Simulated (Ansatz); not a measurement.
# Sc3PPt, from a guessed structure to a relaxed one

Starting from a made-up structure for Sc3PPt, the aim is the relaxed cell, its shortest contacts and, where a second run follows, its electronic structure.

Calculated with Ansatz 0.2.0; DFT, PBE, plane-wave PAW, files of the set soft_1, scalar-relativistic, no spin, cell and ions relaxed at zero pressure; PAW set soft_1.

### Step 1. Starting point

Symmetry: Pm-3m, No. 221, cubic system. The conventional cell has a = 4.458 Å, b = 4.458 Å, c = 4.458 Å, α = 90.00°, β = 90.00°, γ = 90.00°. Pt has 12 Sc at 3.15 Å nearest. Sc has 2 P at 2.23 Å and 4 Pt at 3.15 Å and 8 Sc at 3.15 Å nearest. Nearest to P lie 6 Sc at 2.23 Å. Farther neighbours are not listed.

### Step 2. Relaxation of the guess

The guessed cell has no reason to be at equilibrium. It is relaxed with the atoms, within the space group of the guess.

Input file input.yaml:

```yaml
crystal:
  lattice:
    - [4.458, 0.0, 0.0]
    - [0.0, 4.458, 0.0]
    - [0.0, 0.0, 4.458]
  atoms:
    - { symbol: Pt, position: [0.0, 0.0, 0.0] }
    - { symbol: Sc, position: [0.0, 0.5, 0.5] }
    - { symbol: Sc, position: [0.5, 0.0, 0.5] }
    - { symbol: Sc, position: [0.5, 0.5, 0.0] }
    - { symbol: P, position: [0.5, 0.5, 0.5] }
kpoints:
  mp_grid: { grid: [6, 6, 6] }
scf:
  occupations: { method: fermi_dirac, width: 0.05 }
hamiltonian:
  xc: pbe
  pseudopotentials: { kind: paw, azcp: { folder: soft_1 } }
relax:
  f_tol: 0.015
  max_steps: 70
  cell: {}
output:
  forces: true
  stress: true
```

On the command line:

```bash
$ ansatz run input.yaml --threads 4 --pin off --max-ram 8192MiB --backend cpu --events-out ev --progress --plain --runs-dir out
```

Numbers of over 12 decimals in the logs are rounded to 6 here.

Output:

```text
Engine: ansatz 0.2.0, x86_64-unknown-linux-gnu
Pseudopotentials: kind: paw
Pseudopotential: Pt, paw, valence charge 18, recommended cutoff 420 eV (normal), soft_1/Pt.paw.azcp
Pseudopotential: Sc, paw, valence charge 11, recommended cutoff 420 eV (normal), soft_1/Sc.paw.azcp
Pseudopotential: P, paw, valence charge 5, recommended cutoff 420 eV (normal), soft_1/P.paw.azcp
Functional definition: PBE
  parameter kappa = 0.804
  parameter beta = 0.066725
  exchange = pbe_x(kappa = kappa, mu = beta*pi^2/3)
  correlation = pbe_c(beta = beta)
Crystal: 5 atoms, lattice volume = 88.597 Å³
Basis set: ecut = 420 eV, 1743 PW (Γ), exchange–correlation on 60×60×60 points (8 copies of the dense FFT grid, shifted against one another)
Bands: 34, of which v1, the nominal top of the filled ones, is band 28 counted from 1 (27 counted from 0)
Symmetry: 48 space group operations
Space group: Pm-3m (ITA 221), of the structure as read, at distance tolerance 4.5e-5 Å
k-points: 20 of 216
Non-local potential: Pt, projectors of the file, l = 0: 3, l = 1: 2, l = 2: 2, l = 3: 1
Non-local potential: Sc, projectors of the file, l = 0: 3, l = 1: 2, l = 2: 3, l = 3: 1
Non-local potential: P, projectors of the file, l = 0: 2, l = 1: 2, l = 2: 1
PAW form: soft (Blöchl's): semilocal exchange-correlation on the pseudo side does not see the compensation charge
PAW one-centre angular grid: Pt, 590 points (default); XC on 64 Gauss nodes
PAW one-centre angular grid: Sc, 590 points (default); XC on 64 Gauss nodes
PAW one-centre angular grid: P, 110 points (default); XC on 64 Gauss nodes
Initial density: superposition of atomic densities (chi_scale 0.1, normalization cell, long waves kept (reshape's long-wave potential 0.00 eV rms))
Initial wavefunctions: pseudopotential atomic-orbital guess
Functional: x = pbe(κ = 0.804, μ = 0.219515), c = pbe(β = 0.066725)
SCF iter   1: F=—  HF=-19714.445924 eV  |F-HF|=—  |Δ(HF+E_count)|=         —  Δρ=3.69e-1  dr2=3.33e2  ethr=3.10e-3  ⟨swp⟩=5.9  Hψ=2776  notcnv=0
preconditioner: auto → Kerker (q_TF=auto, 2.527 Å⁻¹)  [metal: Δε(μ)=0.031 eV  Ē_g=5.131 eV  σ=0.050 eV  W_gap=0.15  n_scr=26 (ndim 8)  ℏωp=19.3 eV  f_vac=0.000  D(μ)=6.38/eV (n_scr^D=80)]
SCF iter   2: F=—  HF=-19689.692524 eV  |F-HF|=—  |Δ(HF+E_count)|=    2.48e1  Δρ=4.08e-2  dr2=3.34e0  ethr=3.10e-3  ⟨swp⟩=4.3  Hψ=1932  notcnv=0  defer=1
SCF iter   3: F=—  HF=-19689.303720 eV  |F-HF|=—  |Δ(HF+E_count)|=   3.89e-1  Δρ=2.30e-2  dr2=1.23e0  ethr=3.10e-3  ⟨swp⟩=2.2  Hψ=1127  notcnv=0  defer=2
SCF iter   4: F=—  HF=-19689.051771 eV  |F-HF|=—  |Δ(HF+E_count)|=   2.52e-1  Δρ=4.74e-3  dr2=3.36e-2  ethr=2.19e-3  ⟨swp⟩=3.0  Hψ=1138  notcnv=0  defer=2
SCF iter   5: F=—  HF=-19689.047993 eV  |F-HF|=—  |Δ(HF+E_count)|=   3.78e-3  Δρ=8.49e-4  dr2=1.09e-3  ethr=5.99e-5  ⟨swp⟩=2.0  Hψ=1039  notcnv=0  defer=2
SCF iter   6: F=—  HF=-19689.047869 eV  |F-HF|=—  |Δ(HF+E_count)|=   1.24e-4  Δρ=2.68e-4  dr2=7.16e-5  ethr=1.95e-6  ⟨swp⟩=2.0  Hψ=935  notcnv=0  defer=2
SCF iter   7: F=—  HF=-19689.047858 eV  |F-HF|=—  |Δ(HF+E_count)|=   1.18e-5  Δρ=7.83e-5  dr2=6.80e-6  ethr=1.28e-7  ⟨swp⟩=2.1  Hψ=1245  notcnv=0  defer=2
SCF iter   8: F=—  HF=-19689.047857 eV  |F-HF|=—  |Δ(HF+E_count)|=   6.45e-7  Δρ=1.68e-5  dr2=2.47e-7  ethr=1.21e-8  ⟨swp⟩=2.9  Hψ=1297  notcnv=0  defer=2
SCF iter   9: F=-19689.047857 eV  HF=-19689.047857 eV  |F-HF|=2.15e-9  |Δ(HF+E_count)|=   1.75e-8  Δρ=3.19e-6  dr2=8.28e-9  ethr=1.79e-10  ⟨swp⟩=4.8  Hψ=2257  notcnv=0
SCF 1 converged in 9 iterations: F = -19689.047857 eV  dr2 = 8.28e-9
  greatest PAW one-centre occupation: 1.000 electrons in one spin orbital (limit 2), on the Pt atom at site 0 (counted from 0), in its partial waves of l = 0
relax step   1: F+E_penalty+E_count = -19689.04785698 eV  Δ(F+E_penalty+E_count) = +0.000e0 eV  max|allowed force component| = 2.733e-29 eV/Å  Δτ_max = 0.0000 Å  P = +27.823 GPa  Ω = 88.597 Å³  (9 SCF iters, dr2 threshold 1.00e-7 eV, accepted)
Crystal: 5 atoms, lattice volume = 102.197 Å³
Basis set: ecut = 420 eV, 2007 PW (Γ), exchange–correlation on 60×60×60 points (8 copies of the dense FFT grid, shifted against one another)
Initial density: handed on by an earlier stage of this run
Initial wavefunctions: those handed on with the density
SCF iter   1: F=—  HF=-19691.220806 eV  |F-HF|=—  |Δ(HF+E_count)|=         —  Δρ=3.65e-2  dr2=4.48e0  ethr=3.10e-3  ⟨swp⟩=9.8  Hψ=2851  notcnv=0
preconditioner: auto → Kerker (q_TF=auto, 2.468 Å⁻¹)  [metal: Δε(μ)=0.016 eV  Ē_g=4.765 eV  σ=0.050 eV  W_gap=0.08  n_scr=26 (ndim 8)  ℏωp=18.0 eV  f_vac=0.000  D(μ)=9.24/eV (n_scr^D=122)]
SCF iter   2: F=—  HF=-19690.551988 eV  |F-HF|=—  |Δ(HF+E_count)|=   6.69e-1  Δρ=1.29e-2  dr2=3.60e-1  ethr=3.10e-3  ⟨swp⟩=2.0  Hψ=1107  notcnv=0  defer=3
SCF iter   3: F=—  HF=-19690.487752 eV  |F-HF|=—  |Δ(HF+E_count)|=   6.42e-2  Δρ=6.66e-3  dr2=1.33e-1  ethr=6.44e-4  ⟨swp⟩=2.3  Hψ=915  notcnv=0  defer=2
SCF iter   4: F=—  HF=-19690.453047 eV  |F-HF|=—  |Δ(HF+E_count)|=   3.47e-2  Δρ=1.51e-3  dr2=3.35e-3  ethr=2.37e-4  ⟨swp⟩=2.5  Hψ=1049  notcnv=0  defer=2
SCF iter   5: F=—  HF=-19690.452840 eV  |F-HF|=—  |Δ(HF+E_count)|=   2.08e-4  Δρ=6.72e-4  dr2=1.30e-3  ethr=5.98e-6  ⟨swp⟩=2.1  Hψ=1006  notcnv=0  defer=2
SCF iter   6: F=—  HF=-19690.452690 eV  |F-HF|=—  |Δ(HF+E_count)|=   1.49e-4  Δρ=1.19e-4  dr2=4.05e-5  ethr=2.32e-6  ⟨swp⟩=2.0  Hψ=832  notcnv=0  defer=2
SCF iter   7: F=—  HF=-19690.453333 eV  |F-HF|=—  |Δ(HF+E_count)|=   6.43e-4  Δρ=2.34e-5  dr2=7.73e-7  ethr=7.23e-8  ⟨swp⟩=2.0  Hψ=909  notcnv=0  defer=2
SCF iter   8: F=-19690.453333 eV  HF=-19690.453333 eV  |F-HF|=1.31e-7  |Δ(HF+E_count)|=   1.51e-8  Δρ=1.02e-5  dr2=1.83e-7  ethr=8.93e-10  ⟨swp⟩=4.8  Hψ=2253  notcnv=0
SCF 2 converged in 8 iterations: F = -19690.453333 eV  dr2 = 1.83e-7
relax step   2: F+E_penalty+E_count = -19690.45333324 eV  Δ(F+E_penalty+E_count) = -1.405e0 eV  max|allowed force component| = 4.247e-30 eV/Å  Δτ_max = 0.0000 Å  P = +7.459 GPa  Ω = 102.197 Å³  energy of the carried Pulay correction = -1.745e-3 eV  (8 SCF iters, dr2 threshold 5.00e-7 eV, accepted)
Crystal: 5 atoms, lattice volume = 108.273 Å³
Basis set: ecut = 420 eV, 2103 PW (Γ), exchange–correlation on 60×60×60 points (8 copies of the dense FFT grid, shifted against one another)
iter 1 solved again at ethr=1.40e-3 eV; its pass at ethr=3.10e-3 eV (dr2=7.86e-1 eV) is discarded
SCF iter   1: F=—  HF=-19690.733831 eV  |F-HF|=—  |Δ(HF+E_count)|=         —  Δρ=1.52e-2  dr2=7.93e-1  ethr=1.40e-3  ⟨swp⟩=1.0  Hψ=3531  notcnv=0
preconditioner: auto → Kerker (q_TF=auto, 2.444 Å⁻¹)  [metal: Δε(μ)=0.012 eV  Ē_g=4.350 eV  σ=0.050 eV  W_gap=0.06  n_scr=26 (ndim 8)  ℏωp=17.5 eV  f_vac=0.000  D(μ)=10.53/eV (n_scr^D=146)]
SCF iter   2: F=—  HF=-19690.636193 eV  |F-HF|=—  |Δ(HF+E_count)|=   9.76e-2  Δρ=6.67e-3  dr2=6.51e-2  ethr=1.40e-3  ⟨swp⟩=2.0  Hψ=972  notcnv=0
SCF iter   3: F=—  HF=-19690.626687 eV  |F-HF|=—  |Δ(HF+E_count)|=   9.51e-3  Δρ=2.56e-3  dr2=2.32e-2  ethr=1.16e-4  ⟨swp⟩=2.0  Hψ=1060  notcnv=0
SCF iter   4: F=—  HF=-19690.621189 eV  |F-HF|=—  |Δ(HF+E_count)|=   5.50e-3  Δρ=8.08e-4  dr2=1.34e-3  ethr=4.15e-5  ⟨swp⟩=2.0  Hψ=905  notcnv=0
SCF iter   5: F=—  HF=-19690.620870 eV  |F-HF|=—  |Δ(HF+E_count)|=   3.20e-4  Δρ=1.37e-4  dr2=6.02e-5  ethr=2.38e-6  ⟨swp⟩=2.0  Hψ=934  notcnv=0
SCF iter   6: F=—  HF=-19690.621798 eV  |F-HF|=—  |Δ(HF+E_count)|=   9.29e-4  Δρ=3.42e-5  dr2=2.77e-6  ethr=1.08e-7  ⟨swp⟩=2.0  Hψ=893  notcnv=0
SCF iter   7: F=-19690.621798 eV  HF=-19690.621798 eV  |F-HF|=1.31e-8  |Δ(HF+E_count)|=   2.25e-7  Δρ=8.49e-6  dr2=1.07e-7  ethr=8.93e-10  ⟨swp⟩=5.0  Hψ=2352  notcnv=0
SCF 3 converged in 7 iterations: F = -19690.621798 eV  dr2 = 1.07e-7
relax step   3: F+E_penalty+E_count = -19690.62179793 eV  Δ(F+E_penalty+E_count) = -1.685e-1 eV  max|allowed force component| = 1.604e-29 eV/Å  Δτ_max = 0.0000 Å  P = +1.721 GPa  Ω = 108.273 Å³  energy of the carried Pulay correction = -2.447e-3 eV  (7 SCF iters, dr2 threshold 5.00e-7 eV, accepted)
[...]
relax step   4: F+E_penalty+E_count = -19690.63304035 eV  Δ(F+E_penalty+E_count) = -1.124e-2 eV  max|allowed force component| = 1.022e-29 eV/Å  Δτ_max = 0.0000 Å  P = +0.170 GPa  Ω = 110.238 Å³  energy of the carried Pulay correction = -2.665e-3 eV  (6 SCF iters, dr2 threshold 5.00e-7 eV, accepted)
[...]
relax step   5: F+E_penalty+E_count = -19690.63313637 eV  Δ(F+E_penalty+E_count) = -9.602e-5 eV  max|allowed force component| = 1.161e-29 eV/Å  Δτ_max = 0.0000 Å  P = +0.005 GPa  Ω = 110.458 Å³  energy of the carried Pulay correction = -2.689e-3 eV  (6 SCF iters, dr2 threshold 7.23e-8 eV, accepted)
[...]
relax step   6: F+E_penalty+E_count = -19690.63762787 eV  Δ(F+E_penalty+E_count) = -4.491e-3 eV  max|allowed force component| = 5.446e-30 eV/Å  Δτ_max = 0.0000 Å  P = +0.087 GPa  Ω = 110.458 Å³  stress off target by 8.75e-2 GPa  SCF on the basis re-selected at this cell (its energy is not comparable with the rows above)  (7 SCF iters)
[...]
relax step   7: F+E_penalty+E_count = -19690.63765009 eV  Δ(F+E_penalty+E_count) = -2.222e-5 eV  max|allowed force component| = 8.634e-30 eV/Å  Δτ_max = 0.0000 Å  P = +0.002 GPa  Ω = 110.574 Å³  energy of the carried Pulay correction = -1.041e-5 eV  (6 SCF iters, dr2 threshold 1.91e-8 eV, accepted)
iter 1 solved again at ethr=1.42e-6 eV; its pass at ethr=3.10e-3 eV (dr2=7.94e-4 eV) is discarded
SCF iter   1: F=—  HF=-19690.637684 eV  |F-HF|=—  |Δ(HF+E_count)|=         —  Δρ=2.86e-6  dr2=8.69e-9  ethr=1.42e-6  ⟨swp⟩=3.4  Hψ=4319  notcnv=0
eigensolver tolerance schedule: the retry pair's looser diagonalisation over-reported the residual by 91379.08 of it (diagonalisation noise at an unbounded share of the residual, at the tolerance the schedule requests for it); recorded, not acted on — ethr = c·dr2/N_el stays at c = 1.0e-1
preconditioner: auto → Kerker (q_TF=auto, 2.436 Å⁻¹)  [metal: Δε(μ)=0.009 eV  Ē_g=4.153 eV  σ=0.050 eV  W_gap=0.05  n_scr=26 (ndim 8)  ℏωp=17.3 eV  f_vac=0.000  D(μ)=11.24/eV (n_scr^D=146)]
SCF iter   2: F=—  HF=-19690.637659 eV  |F-HF|=—  |Δ(HF+E_count)|=   2.51e-5  Δρ=1.03e-6  dr2=1.15e-9  ethr=1.55e-11  ⟨swp⟩=4.6  Hψ=2071  notcnv=0
SCF iter   3: F=—  HF=-19690.637659 eV  |F-HF|=—  |Δ(HF+E_count)|=  5.82e-11  Δρ=6.34e-7  dr2=4.28e-10  ethr=2.05e-12  ⟨swp⟩=2.0  Hψ=776  notcnv=0
iter 4 did not close the SCF: its close was put off for the readings that it lacked (scf_convergence_deferred on its scf_iter line)
SCF iter   4: F=-19690.637659 eV  HF=-19690.637659 eV  |F-HF|=1.82e-11  |Δ(HF+E_count)|=  3.64e-12  Δρ=1.69e-7  dr2=3.94e-11  ethr=1.00e-12  ⟨swp⟩=2.0  Hψ=868  notcnv=0
iter 5 did not close the SCF: its close was put off for the readings that it lacked (scf_convergence_deferred on its scf_iter line)
SCF iter   5: F=-19690.637659 eV  HF=-19690.637659 eV  |F-HF|=0.00e0  |Δ(HF+E_count)|=    0.00e0  Δρ=4.48e-8  dr2=2.46e-12  ethr=1.00e-12  ⟨swp⟩=1.0  Hψ=680  notcnv=0
iter 6 did not close the SCF: its close was put off for the readings that it lacked (scf_convergence_deferred on its scf_iter line)
SCF iter   6: F=-19690.637659 eV  HF=-19690.637659 eV  |F-HF|=3.64e-12  |Δ(HF+E_count)|=  3.64e-12  Δρ=2.24e-8  dr2=8.04e-13  ethr=1.00e-12  ⟨swp⟩=1.0  Hψ=680  notcnv=0
iter 7 did not close the SCF: its close was put off for the readings that it lacked (scf_convergence_deferred on its scf_iter line)
SCF iter   7: F=-19690.637659 eV  HF=-19690.637659 eV  |F-HF|=0.00e0  |Δ(HF+E_count)|=  3.64e-12  Δρ=1.17e-8  dr2=1.33e-13  ethr=1.00e-12  ⟨swp⟩=1.0  Hψ=680  notcnv=0
SCF iter   8: F=-19690.637659 eV  HF=-19690.637659 eV  |F-HF|=3.64e-12  |Δ(HF+E_count)|=  3.64e-12  Δρ=6.28e-9  dr2=4.90e-14  ethr=1.00e-12  ⟨swp⟩=2.2  Hψ=1676  notcnv=0
SCF 8 converged in 8 iterations: F = -19690.637659 eV  dr2 = 4.90e-14
relax step   8: F+E_penalty+E_count = -19690.63765916 eV  Δ(F+E_penalty+E_count) = -9.071e-6 eV  max|allowed force component| = 4.763e-30 eV/Å  Δτ_max = 0.0000 Å  P = +0.002 GPa  Ω = 110.574 Å³  stress off target by 1.99e-3 GPa  SCF on the basis re-selected at this cell (its energy is not comparable with the rows above)  (8 SCF iters)
basis re-selected at this cell: Δ(F+E_penalty+E_count) = -9.071e-6 eV, ΔP = -0.000 GPa vs the last step (what re-selecting the basis moved, of the pressure what is left beyond the Pulay correction that the steps carried, after the strain that the cell walked since its last selection, with what the two solves' SCF thresholds leave and, on support functions, any second-order correction that the steps lacked; it is no m [...]
SCF converged after 8 iterations
Free energy (F): -19690.637659 eV
Harris-Foulkes:  -19690.637659 eV  (|F-HF|=3.64e-12)
Internal energy: -19690.550345 eV  (E = F + TS)
E sigma→0 (E₀):  -19690.594002 eV
Entropy (-TS):   -0.087314 eV (-17.463 meV/atom)
Fermi energy:    10.124750 eV
--- Per-component energies (eV) ---
  E_band       = -814.609101
  E_kinetic    = 1288.785729
  E_local      = -4924.811410  (includes V_loc(G=0)·N_el)
  E_nonlocal   = 664.386911
  E_hartree    = 1824.978550
  E_xc         = -562.703924
  E_vxc        = -648.568174  (∫ρ·V_xc dr)
  E_paw        = -13014.384533  (= ΣΔE_a)
  E_vpaw       = -844.360506  (= ΣTr[D̂ρ^β])
  E_aug_tail   = 0.001253  (compensation charges beyond the density's cutoff)
  E_ewald      = -4966.802920
  E_smearing   = -0.087314  (= −TS)
  E_closure    = -0.000000  (closes the sum)
  Σ components = -19690.637659   (vs F -19690.637659, Δ=0.00e0)
--- Forces (eV/Å), atoms counted from 1 ---
  atom   1  Pt    -0.00000000     0.00000000     0.00000000
  atom   2  Sc    -0.00000000     0.00000000     0.00000000
  atom   3  Sc     0.00000000    -0.00000000     0.00000000
  atom   4  Sc    -0.00000000    -0.00000000    -0.00000000
  atom   5  P      0.00000000    -0.00000000     0.00000000
  max |Σ_I F_I| component: 1.05e-29 eV/Å
--- Stress (GPa, compression-positive) ---
        0.001994      -0.000000       0.000000
       -0.000000       0.001994       0.000000
        0.000000       0.000000       0.001994
  P = ⅓ Tr σ = 0.0020 GPa (0.020 kbar)
--- Relaxed structure (6 steps of the walk, 6 accepted, 2 SCFs on fresh bases) ---
  F+E_penalty+E_count = -19690.63765916 eV   max|allowed force component| = 4.763e-30 eV/Å   (the final SCF, on the basis selected at the relaxed cell)
  cell:  # Å, volume = 110.5744 Å³
    - [4.799746, 0, 0]
    - [0, 4.799746, 0]
    - [0, 0, 4.799746]
  atoms:
    - { symbol: Pt, position: [0, 0, 0] }
    - { symbol: Sc, position: [0, 0.5, 0.5] }
    - { symbol: Sc, position: [0.5, 0, 0.5] }
    - { symbol: Sc, position: [0.5, 0.5, 0] }
    - { symbol: P, position: [0.5, 0.5, 0.5] }
```

It took 6.6 s on 4 threads of Intel Xeon Platinum 8488C (Sapphire Rapids), shared host; peak memory 0.61 GiB; 23 s of CPU time.

The steps of the relaxation:

```csv
step,energy less that of the first step (eV),largest force component (eV/Å),pressure (GPa),volume (Å³)
1,0.0000,0.0000,27.82,88.60
2,-1.4055,0.0000,7.46,102.20
3,-1.5739,0.0000,1.72,108.27
4,-1.5852,0.0000,0.17,110.24
5,-1.5853,0.0000,0.00,110.46
6*,-1.5898,0.0000,0.09,110.46
7,-1.5898,0.0000,0.00,110.57
8*,-1.5898,0.0000,0.00,110.57
```

Relaxation steps marked * repeat the geometry before them on a plane-wave basis chosen anew for their cell, so energy and pressure can jump there.

Forces are held to the 48 operations that the run works with; a distortion that breaks them can't arise in this run.

| conventional cell, symmetrised | before | after | change |
| --- | --- | --- | --- |
| a (Å) | 4.458 | 4.800 | +7.7 % |
| b (Å) | 4.458 | 4.800 | +7.7 % |
| c (Å) | 4.458 | 4.800 | +7.7 % |
| volume (Å³/atom) | 17.72 | 22.11 | +24.8 % |

Final coordinates:

```xyz
5
Lattice="4.7997 0.0000 0.0000 0.0000 4.7997 0.0000 0.0000 0.0000 4.7997" Properties=species:S:1:pos:R:3 pbc="T T T"
Pt    0.0000    0.0000    0.0000
Sc    0.0000    2.3999    2.3999
Sc    2.3999    0.0000    2.3999
Sc    2.3999    2.3999    0.0000
P     2.3999    2.3999    2.3999
```

Numbers from this step:

```yaml
free_energy: -19690.6377 eV
energy_at_zero_smearing: -19690.5940 eV
smearing_term_ts: 0.08731 eV
fermi_energy: 10.12 eV
electrons: 56
symmetry_operations: 48
pressure: 0.001994 GPa
```

Shortest distances by pair of elements, guess and relaxed (not always the same contact):

| pair | guess (Å) | relaxed (Å) |
| --- | --- | --- |
| P–Sc | 2.229 | 2.400 |
| Pt–Sc | 3.152 | 3.394 |
| Sc–Sc | 3.152 | 3.394 |
| P–Pt | 3.861 | 4.157 |
| Pt–Pt | 4.458 | 4.800 |

The relaxation ends with a pressure of 0.00 GPa.

### Step 3. What came out

* space group, relaxed: Pm-3m
* conventional cell: a = 4.800, b = 4.800, c = 4.800 Å; α = 90.0°, β = 90.0°, γ = 90.0°
* volume per atom: 22.11 Å³ (guess 17.72)

What this shows: Sc3PPt relaxes to Pm-3m with a = 4.800, b = 4.800 and c = 4.800 Å. The guessed volume was 20 % too small. The space group Pm-3m was held in the relaxation, so the end point is a stationary structure within it and may be a saddle against distortions or other arrangements. Mesh and cutoff weren't tested. Spin-orbit coupling is left out, which can matter for elements this heavy. No dispersion term is used, so weakly bound directions may come out too long. The runs have no spin, and magnetism wasn't tested. Nothing here tests whether the compound is stable against decomposition.

[Logs are printed without paths, hosts, clocks, repeated set-up lines and the standing remarks that a program may print on its own settings, such as how far it seeks lower states.]

[Hosts, paths, dates, database ids (printed as entryN), source tags and the programs' standing remarks are cut or masked in the printed files.]
